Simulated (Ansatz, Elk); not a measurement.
## LaTl3B2: X-ray structure factors from the self-consistent density

The structure of LaTl3B2 used here is made up (a known structure type with other elements) and was relaxed beforehand with PBEsol. The aim is the Fourier transform of its all-electron density, F(hkl), set beside the sum over free spherical atoms that refinements use.

Program: Elk 11.2.3 (patched build). Level of theory: DFT, PBE, all-electron APW+lo, Dirac cores, scalar-relativistic bands, static density, no spin. Results are calculated unless marked as measured.

The structure was built from a prototype and need not be the compound's stable phase.

## (1) Set-up

Symmetry: P6/mmm, No. 191, hexagonal system. Conventional cell: a = 6.169 Å, b = 6.169 Å, c = 3.786 Å, α = 90.00°, β = 90.00°, γ = 120.00°. Nearest to Tl lie 4 B at 2.60 Å and 4 Tl at 3.08 Å and 4 La at 3.62 Å. La has 6 B at 3.56 Å and 12 Tl at 3.62 Å and 2 La at 3.79 Å nearest. B has 6 Tl at 2.60 Å and 3 La at 3.56 Å and 3 B at 3.56 Å nearest. Farther neighbours are not listed.

## (2) Ground state and structure factors

An all-electron density is needed, since X-rays see the cores too. Task 0 finds the density and task 195 Fourier-transforms it; tshift is off so that phases refer to the origin typed.

The input, elk.in:

```
tasks
  0
  195

xctype
  20

spinpol
  .false.

rgkmax
  7.0

gmaxvr
  14.0

lmaxo
  7

lmaxapw
  8

swidth
  0.002

tshift
  .false.

ramdisk
  .false.

hmaxvr
  5.5

maxscl
  120

epspot
  1e-06

sppath
  './'

avec
  11.65844060956 0.00000000000 0.00000000000
  -5.82922030478 10.09650573639 0.00000000000
  0.00000000000 0.00000000000 7.15408758529

atoms
  3
  'Tl.in'
  3
  0.5000000000 0.0000000000 0.5000000000   0.000000 0.000000 0.000000
  0.5000000000 0.5000000000 0.5000000000   0.000000 0.000000 0.000000
  0.0000000000 0.5000000000 0.5000000000   0.000000 0.000000 0.000000
  'La.in'
  1
  -0.0000000000 0.0000000000 0.0000000000   0.000000 0.000000 0.000000
  'B.in'
  2
  0.3333333333 0.6666666667 0.0000000000   0.000000 0.000000 0.000000
  0.6666666667 0.3333333333 0.0000000000   0.000000 0.000000 0.000000

ngridk
  4 4 6
```

Command:

```sh
$ OMP_NUM_THREADS=4 elk
```

Numbers of over 12 decimals in the logs are rounded to 6 here.

The log of the run:

```text
┌─────────────────────────┐
│ Elk code version 11.2.3 │
└─────────────────────────┘

All units are atomic (Hartree, Bohr, etc.)

┌─────────────────────────────────────────────────┐
│ Ground-state run starting from atomic densities │
└─────────────────────────────────────────────────┘

Lattice vectors :
   11.65844061       0.000000000       0.000000000
  -5.829220305       10.09650574       0.000000000
   0.000000000       0.000000000       7.154087585

Reciprocal lattice vectors :
  0.5389387413      0.3111564273      -0.000000000
   0.000000000      0.6223128547       0.000000000
   0.000000000      -0.000000000      0.8782650802

Unit cell volume      :    842.1041620
Brillouin zone volume :   0.2945600136

Muffin-tin inner radius fraction :   0.1000000000E-01

Nuclei treated as point charges

Species : 1 (Tl)
 parameters loaded from : Tl.in
 name : thallium
 nuclear charge    :   -81.00000000
 electronic charge :    81.00000000
 atomic mass :    372567.9643
 muffin-tin radius :    2.800000000
 number of radial points in muffin-tin :   1393
 inner part over the whole radius :   0.9893942913E-02
 number on inner part of muffin-tin    :   1000
 approximate nuclear radius :   0.1043008296E-03
 number of mesh points to nuclear radius :    525
 atomic positions (lattice), magnetic fields (Cartesian) :
  1 :   0.50000000  0.00000000  0.50000000    0.00000000  0.00000000  0.00000000
  2 :   0.50000000  0.50000000  0.50000000    0.00000000  0.00000000  0.00000000
  3 :   0.00000000  0.50000000  0.50000000    0.00000000  0.00000000  0.00000000

Species : 2 (La)
 parameters loaded from : La.in
 name : lanthanum
 nuclear charge    :   -57.00000000
 electronic charge :    57.00000000
 atomic mass :    253209.2366
 muffin-tin radius :    2.800000000
 number of radial points in muffin-tin :   1393
 inner part over the whole radius :   0.9924947902E-02
 number on inner part of muffin-tin    :    996
 approximate nuclear radius :   0.9226798129E-04
 number of mesh points to nuclear radius :    505
 atomic positions (lattice), magnetic fields (Cartesian) :
  1 :   0.00000000  0.00000000  0.00000000    0.00000000  0.00000000  0.00000000

Species : 3 (B)
 parameters loaded from : B.in
 name : boron
 nuclear charge    :   -5.000000000
 electronic charge :    5.000000000
 atomic mass :    19707.24742
 muffin-tin radius :    1.800000000
 number of radial points in muffin-tin :    593
 inner part over the whole radius :   0.9957276294E-02
 number on inner part of muffin-tin    :    405
 approximate nuclear radius :   0.4534157419E-04
 number of mesh points to nuclear radius :    161
 atomic positions (lattice), magnetic fields (Cartesian) :
  1 :   0.33333333 -0.33333333  0.00000000    0.00000000  0.00000000  0.00000000
  2 :  -0.33333333  0.33333333  0.00000000    0.00000000  0.00000000  0.00000000

Total number of atoms per unit cell :    6
Total muffin-tin volume :    416.6673393
 ratio of muffin-tin to unit cell volume :   0.4947931124

Spin treatment :
 spin-unpolarised

Number of Bravais lattice symmetries :   24
Number of crystal symmetries         :   24
Crystal has inversion symmetry
Real symmetric eigensolver will be used

k-point grid :      4     4     6
k-point offset :    0.000000000       0.000000000       0.000000000
k-point set is reduced with full crystal symmetry group
Total number of k-points :       16

Muffin-tin radius times maximum |G+k| :    7.000000000
 using average radius
Maximum |G+k| for APW functions       :    2.837837838
Maximum (1/2)|G+k|²                   :    4.026661797
Maximum |G| for potential and density :    14.00000000
Constant for pseudocharge density :   10
 order of it for each species :   17  17  17
 order of it for pair densities of each species (exact exchange by exxq0 0: 18) :   13  13   4
Radial integration step length :    1

G-vector grid sizes :     54    54    32
Number of G-vectors :    38947

Maximum angular momentum used for
 APW functions            :    8
 outer part of muffin-tin :    7
[...]
exchange                    :     -1339.2044655059
 correlation                 :     -18.454251475207
 electron entropic           :    -0.14246649614945E-02
 total energy                :     -69415.667899039

Density of states at Fermi energy :    113.7193427
 (states/Hartree/unit cell)

Estimated indirect band gap :   0.1080458312E-02
 from k-point 14 to k-point 14
Estimated direct band gap   :   0.1080458312E-02
 at k-point 14

Charges :
 core                        :    236.0000000
 valence                     :    74.00000000
 interstitial                :    8.769316598
 muffin-tins (core leakage)
  species : 1 (Tl)
[...]
species : 2 (La)
[...]
species : 3 (B)
[...]
total in muffin-tins        :    301.2306834
 total calculated charge     :    309.9979811
 total charge                :    310.0000000
 error                       :   0.2018854484E-02

RMS change in Kohn-Sham potential (target) :    2.118960766     (  0.1000000000E-05)
Absolute change in total energy (target)   :    1.432407781     (  0.1000000000E-03)

[... loops 3 to 18 left out ...]

┌──────────────────┐
│ Loop number : 19 │
└──────────────────┘

Energies :
 Fermi                       :     0.290256
 sum of occupied eigenvalues :     -42832.856405566
 electron kinetic            :      79688.351596557
 core electron kinetic       :      78937.088487445
 Coulomb                     :     -147743.05613771
 Coulomb potential           :     -120744.36709643
 nuclear-nuclear             :     -5514.8687478308
 electron-nuclear            :     -163811.92395607
 Hartree                     :      21583.736566188
 Madelung                    :     -87370.872589494
 xc potential                :     -1776.8409056916
 exchange                    :     -1339.6978967410
 correlation                 :     -18.473828626008
 electron entropic           :    -0.11448011395172E-02
 total energy                :     -69412.877411321

Density of states at Fermi energy :    91.49684706
 (states/Hartree/unit cell)

Estimated indirect band gap :   0.2302638143E-02
 from k-point 10 to k-point 6
Estimated direct band gap   :   0.9838342425E-02
 at k-point 5

Charges :
 core                        :    236.0000000
 valence                     :    74.00000000
 interstitial                :    8.642402512
 muffin-tins (core leakage)
  species : 1 (Tl)
[...]
species : 2 (La)
[...]
species : 3 (B)
[...]
total in muffin-tins        :    301.3575975
 total calculated charge     :    309.9982306
 total charge                :    310.0000000
 error                       :   0.1769387892E-02

RMS change in Kohn-Sham potential (target) :   0.1806716153E-06 (  0.1000000000E-05)
Absolute change in total energy (target)   :   0.4641787382E-04 (  0.1000000000E-03)

Convergence targets achieved

┌──────────────────┐
│ Loop number : 20 │
└──────────────────┘

Energies :
 Fermi                       :     0.290256
 sum of occupied eigenvalues :     -42832.856409930
 electron kinetic            :      79688.351599494
 core electron kinetic       :      78937.088491703
 Coulomb                     :     -147743.05614309
 Coulomb potential           :     -120744.36710108
 nuclear-nuclear             :     -5514.8687478308
 electron-nuclear            :     -163811.92396201
 Hartree                     :      21583.736566741
 Madelung                    :     -87370.872592554
 xc potential                :     -1776.8409083435
 exchange                    :     -1339.6978967929
 correlation                 :     -18.473828624371
 electron entropic           :    -0.11448014275276E-02
 total energy                :     -69412.877413820

Density of states at Fermi energy :    91.49687796
 (states/Hartree/unit cell)

Estimated indirect band gap :   0.2302632424E-02
 from k-point 10 to k-point 6
Estimated direct band gap   :   0.9838346732E-02
 at k-point 5

Charges :
 core                        :    236.0000000
 valence                     :    74.00000000
 interstitial                :    8.642402594
 muffin-tins (core leakage)
  species : 1 (Tl)
[...]
species : 2 (La)
   atom 1                    :    54.48268169     (  0.2149742619E-03)
  species : 3 (B)
   atom 1                    :    3.631063778     (  0.6522483802E-04)
   atom 2                    :    3.631063778     (  0.6522483802E-04)
 total in muffin-tins        :    301.3575974
 total calculated charge     :    309.9982306
 total charge                :    310.0000000
 error                       :   0.1769387912E-02

┌──────────────────────────────┐
│ Self-consistent loop stopped │
└──────────────────────────────┘

Warning : core states of species 2 leak from the muffin-tin :   0.2149742619E-03

Wrote STATE.OUT
```

Wall time 40 s (4 threads of Arm Neoverse V2, shared host); peak memory 0.26 GiB.

SFACRHO.OUT:

```text

h k l indices transformed by vhmat matrix:
   1.000000000       0.000000000       0.000000000    
   0.000000000       1.000000000       0.000000000    
   0.000000000       0.000000000       1.000000000    

      h      k      l  multipl.   |H|            Re(F)            Im(F)           |F|

      0      0      0      1   0.0000000       310.00000      0.14535161E-16   310.00000    
      1     -1      0      6  0.62231285      -28.856174     -0.10956134E-14   28.856174    
      0      0     -1      2  0.87826508      -165.61474     -0.12498090E-12   165.61474    
      1     -1     -1     12   1.0763934       116.18285      0.41268105E-13   116.18285    
      1     -2      0      6   1.0778775      -17.539758      0.17742646E-13   17.539758    
      2      0      0      6   1.2446257       252.45765     -0.15630751E-12   252.45765    
      1      1      1     12   1.3903846       117.92493     -0.69904559E-13   117.92493    
      0     -2     -1     12   1.5232999      -158.18485     -0.32430156E-12   158.18485    
      3     -2      0     12   1.6464851      -24.852497      0.75597324E-13   24.852497    
      0      0      2      2   1.7565302       236.34294     -0.21669811E-12   236.34294    
      0     -1      2     12   1.8635105      -24.040095     -0.55876283E-13   24.040095    
      2      1     -1     24   1.8660821       100.60678     -0.17219391E-12   100.60678    
     -3      3      0      6   1.8669386      -17.976464      0.25984708E-14   17.976464    
     -2      1     -2     12   2.0608780      -17.724113     -0.53476201E-13   17.724113    
     -3      3     -1     12   2.0632036       102.67786      0.34117105E-13   102.67786    
      2     -2     -2     12   2.1527869       213.74546      0.30768476E-12   213.74546    
     -2      4      0      6   2.1557550       219.18088     -0.23936446E-12   219.18088    
      1      3      0     12   2.2437809      -22.725256      0.36520446E-15   22.725256
```

Elk indexes on the primitive cell of elk.in and gives |H| = 4π sin θ/λ in inverse bohr. Below, one row stands for each form hkl of the conventional cell (m members, Friedel mates merged), F is for one primitive cell and the density is static (no thermal factor). Free-atom factors are Waasmaier and Kirfel's, and R is Σm||F|−|F'||/Σm|F|.

```csv
hkl,m,sin θ/λ (Å⁻¹),"abs F, DFT",neutral atoms,diff.
100,6,0.094,28.856,28.955,-0.099
001,2,0.132,165.615,166.135,-0.520
101,12,0.162,116.183,116.528,-0.345
110,6,0.162,17.540,17.914,-0.374
200,6,0.187,252.458,252.868,-0.410
111,12,0.209,117.925,117.939,-0.014
201,12,0.229,158.185,158.495,-0.310
210,12,0.248,24.852,25.069,-0.216
002,2,0.264,236.343,236.647,-0.304
102,12,0.280,24.040,24.248,-0.208
211,24,0.281,100.607,100.615,-0.008
300,6,0.281,17.977,18.013,-0.037
112,12,0.310,17.724,17.704,+0.020
301,12,0.310,102.678,102.718,-0.040
```

## (3) The highest occupied states alone

An energy window below the Fermi level keeps the highest occupied states, to see at which angles they scatter; shallow core shells can lie inside it and anion s states outside. No new self-consistency is needed.

elk.in, as its differences from that of step 2:

```diff
@@ -1,3 +1,2 @@
 tasks
-  0
   195
@@ -40,2 +39,5 @@
 
+wsfac
+  -0.077240 0.590260
+
 sppath
```

Command:

```sh
$ OMP_NUM_THREADS=4 elk
```

The log of the run:

```text
┌─────────────────────────────────┐
│ Elk code version 11.2.3 started │
└─────────────────────────────────┘

Info(readinput): the functional depends on the density's gradient
 muffin-tin radial points multiplied by    2.00000
 (not where nrmtscf is given)

┌────────────────────┐
│ Current task : 195 │
└────────────────────┘

Info(sfacrho): density structure factors written to SFACRHO.OUT

 Energy window :  -0.7724000000E-01  0.5902600000

┌──────────────────┐
│ Elk code stopped │
└──────────────────┘
```

Elapsed: 17 s, on 4 threads; peak memory 0.16 GiB; 20 s of CPU time.

States within 10 eV below the Fermi level hold 17.37 electrons; any levels below the window count with the cores, and a count that is not whole means the window cuts a band. Their amplitudes can exceed the total, where window and core parts have opposite phase:

```csv
hkl,sin θ/λ (Å⁻¹),"abs F, window","abs F, all"
100,0.094,2.670,28.856
001,0.132,0.554,165.615
101,0.162,0.671,116.183
110,0.162,1.851,17.540
200,0.187,0.271,252.458
111,0.209,1.696,117.925
201,0.229,0.847,158.185
210,0.248,0.299,24.852
002,0.264,0.638,236.343
102,0.280,0.120,24.040
```

## (4) Another functional

The difference from free atoms is small, so it is set against the change that PBEsol makes.

elk.in, as its differences from that of step 3:

```diff
@@ -1,2 +1,3 @@
 tasks
+  0
   195
@@ -4,3 +5,3 @@
 xctype
-  20
+  22
 
@@ -39,5 +40,2 @@
 
-wsfac
-  -0.077240 0.590260
-
 sppath
```

Command:

```sh
$ OMP_NUM_THREADS=4 elk
```

The log of the run:

```text
┌─────────────────────────┐
│ Elk code version 11.2.3 │
└─────────────────────────┘

All units are atomic (Hartree, Bohr, etc.)

┌─────────────────────────────────────────────────┐
│ Ground-state run starting from atomic densities │
└─────────────────────────────────────────────────┘

Lattice vectors :
   11.65844061       0.000000000       0.000000000
  -5.829220305       10.09650574       0.000000000
   0.000000000       0.000000000       7.154087585

Reciprocal lattice vectors :
  0.5389387413      0.3111564273      -0.000000000
[...]
species : 1 (Tl)
[...]
species : 2 (La)
[...]
species : 3 (B)
   atom 1                    :    3.610733462     (  0.6755025248E-04)
   atom 2                    :    3.610733462     (  0.6755025248E-04)
 total in muffin-tins        :    301.3351342
 total calculated charge     :    309.9982361
 total charge                :    310.0000000
 error                       :   0.1763949419E-02

┌──────────────────────────────┐
│ Self-consistent loop stopped │
└──────────────────────────────┘

Warning : core states of species 2 leak from the muffin-tin :   0.2168513462E-03

Wrote STATE.OUT
[key lines of the parts left out:]
total energy                :     -69392.906496880
```

Wall time 39 s (4 threads); peak memory 0.25 GiB.

Against the first run R = 0.01 %; the largest change is -0.046 at 002.

## (5) Basis size

The basis and the expansions that go with it are enlarged, to see whether the differences are converged.

elk.in, as its differences from that of step 4:

```diff
@@ -5,3 +5,3 @@
 xctype
-  22
+  20
 
@@ -11,12 +11,12 @@
 rgkmax
-  7.0
+  8.5
 
 gmaxvr
-  14.0
+  18.0
 
 lmaxo
-  7
+  9
 
 lmaxapw
-  8
+  10
```

Command:

```sh
$ OMP_NUM_THREADS=4 elk
```

The log of the run:

```text
┌─────────────────────────┐
│ Elk code version 11.2.3 │
└─────────────────────────┘

All units are atomic (Hartree, Bohr, etc.)

┌─────────────────────────────────────────────────┐
│ Ground-state run starting from atomic densities │
└─────────────────────────────────────────────────┘

Lattice vectors :
   11.65844061       0.000000000       0.000000000
  -5.829220305       10.09650574       0.000000000
   0.000000000       0.000000000       7.154087585

Reciprocal lattice vectors :
  0.5389387413      0.3111564273      -0.000000000
[...]
species : 1 (Tl)
[...]
species : 2 (La)
[...]
species : 3 (B)
   atom 1                    :    3.638899575     (  0.6532185363E-04)
   atom 2                    :    3.638899575     (  0.6532185363E-04)
 total in muffin-tins        :    301.3838927
 total calculated charge     :    309.9996878
 total charge                :    310.0000000
 error                       :   0.3122337069E-03

┌──────────────────────────────┐
│ Self-consistent loop stopped │
└──────────────────────────────┘

Warning : core states of species 2 leak from the muffin-tin :   0.2147142005E-03

Wrote STATE.OUT
[key lines of the parts left out:]
total energy                :     -69412.889534824
```

Run time: 96 s. Hardware: 4 threads; peak memory 0.52 GiB.

Against the first run R = 0.00 %; the largest change is -0.013 at 221.

## (6) Settings against the effect

```csv
run,R against the first run (%),"R against neutral atoms, low angle (%)",wall time
"PBE, rgkmax 7",0.00,0.20,40 s
PBEsol,0.01,0.21,39 s
rgkmax 8.5 with larger expansions,0.00,0.20,96 s
```

## (7) Outcome

- R against neutral atoms, sin θ/λ < 0.3 Å⁻¹: 0.20 %
- R against neutral atoms, 0.3 to 0.83 Å⁻¹: 0.09 %

Independent neutral atoms miss the calculated amplitudes by R = 0.20 % below 0.3 Å⁻¹ and 0.09 % from there to 0.83 Å⁻¹; by shells, 0.32 % below 0.15 Å⁻¹ (2 forms), 0.19 % 0.15 to 0.3 (10 forms), 0.03 % 0.3 to 0.45 (21 forms), 0.10 % above 0.45 (116 forms). Bonding, aspherical density and the tables' own atoms all enter these figures, and the runs don't part them. The largest change of an amplitude is -0.52 electrons, at 001. The window's part falls from 17.4 electrons at the origin to at most 0.19 between 0.45 and 0.83 Å⁻¹. Below 0.3 Å⁻¹ the changes that finished (PBEsol and rgkmax 8.5 with larger expansions) move F by R = 0.02 % at most, against the 0.20 % that separates it from free atoms. The k-mesh has no finished test. Spin-orbit coupling is left out, which can matter for elements this heavy. Part of the difference isn't bonding: the tables are fits to free atoms and ions calculated by other methods than this functional. Thermal motion, anomalous dispersion and extinction are left out.

[Logs are printed without paths, hosts, clocks, repeated set-up lines and the standing remarks that a program may print on its own settings, such as how far it seeks lower states.]

[Hosts, paths, dates, database ids (printed as entryN), source tags and the programs' standing remarks are cut or masked in the printed files.]
